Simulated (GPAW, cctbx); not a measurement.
# Reading charge transfer from structure factors

YB3Te, R-3c (no. 167), a = 6.8002 Å, b = 6.8002 Å, c = 12.0110 Å, α = 90.00°, β = 90.00°, γ = 120.00°.

| atom | mult. | x | y | z |
| --- | --- | --- | --- | --- |
| Te1 | 6 | 1/3 | 2/3 | 1/6 |
| Y1 | 6 | 1/3 | 2/3 | 0.4167 |
| B1 | 18 | 0.6148 | 0.6148 | 1/4 |

The start was made by putting kin elements into a known structure type; the compound need not exist, or be stable, in this form.

Absolute values of the static structure factors of the conventional cell from DFT (PBE, GPAW) against free spherical atoms, in electrons:

```csv
hkl,d (Å),free atoms,crystal
1 0 -2,4.205,86.45,85.51
110,3.400,441.10,439.34
104,2.675,433.47,432.23
202,2.644,46.04,45.75
113,2.592,38.59,40.54
211,2.189,16.99,17.02
2 0 -4,2.102,428.26,428.29
2 1 -2,2.087,63.21,63.39
006,2.002,20.49,19.57
300,1.963,429.00,428.91
```

**Question.** Which way does charge move, and which reflections show it best?

Project each element's phase sum on the total phase. |F| rises if density moves to atoms that scatter in phase and falls if it moves to atoms that scatter against it; the rule is for low angles, since changes of shape take over beyond. Where all elements are in phase the terms compete, and the compactness of the donor's and the acceptor's density matters too.

| hkl | Te in phase | Y in phase | B in phase | change (e) | (%) |
| --- | --- | --- | --- | --- | --- |
| 1 0 -2 | +6.0 | -6.0 | +3.0 | -0.95 | -1.1 |
| 110 | +6.0 | +6.0 | -8.2 | -1.76 | -0.4 |
| 104 | +6.0 | +6.0 | -3.0 | -1.24 | -0.3 |
| 202 | +6.0 | -6.0 | -7.5 | -0.29 | -0.6 |
| 113 | 0.0 | 0.0 | +13.9 | +1.95 | +5.0 |
| 211 | 0.0 | 0.0 | +7.0 | +0.03 | +0.1 |
| 2 0 -4 | +6.0 | +6.0 | +7.5 | +0.03 | 0.0 |
| 2 1 -2 | +6.0 | -6.0 | +0.4 | +0.19 | +0.3 |

Low-angle reflections that set elements apart and change by more than 0.05 e: 1 0 -2, 110, 104, 202, 113 and 2 1 -2 (211 hardly moves and tells little). The signs fit a gain of density on B and a loss on Te and Y, apart from 2 1 -2. The best witness is 113, +5.0 %, where B enters with +13.9. The real-space density agrees: Voronoi charges Te +0.37, Y +0.17, B -0.18 e. The shortest bond, Te–B, has Δρ = +0.06 e/Å³ at its midpoint.

[Outputs are excerpts: Python notices, other lines and further rows are left out; steps that failed or that the build refused (PBEsol, TPSS) are not shown.]

[Logs are printed without paths, hosts, clocks, repeated set-up lines and the standing remarks that a program may print on its own settings, such as how far it seeks lower states.]
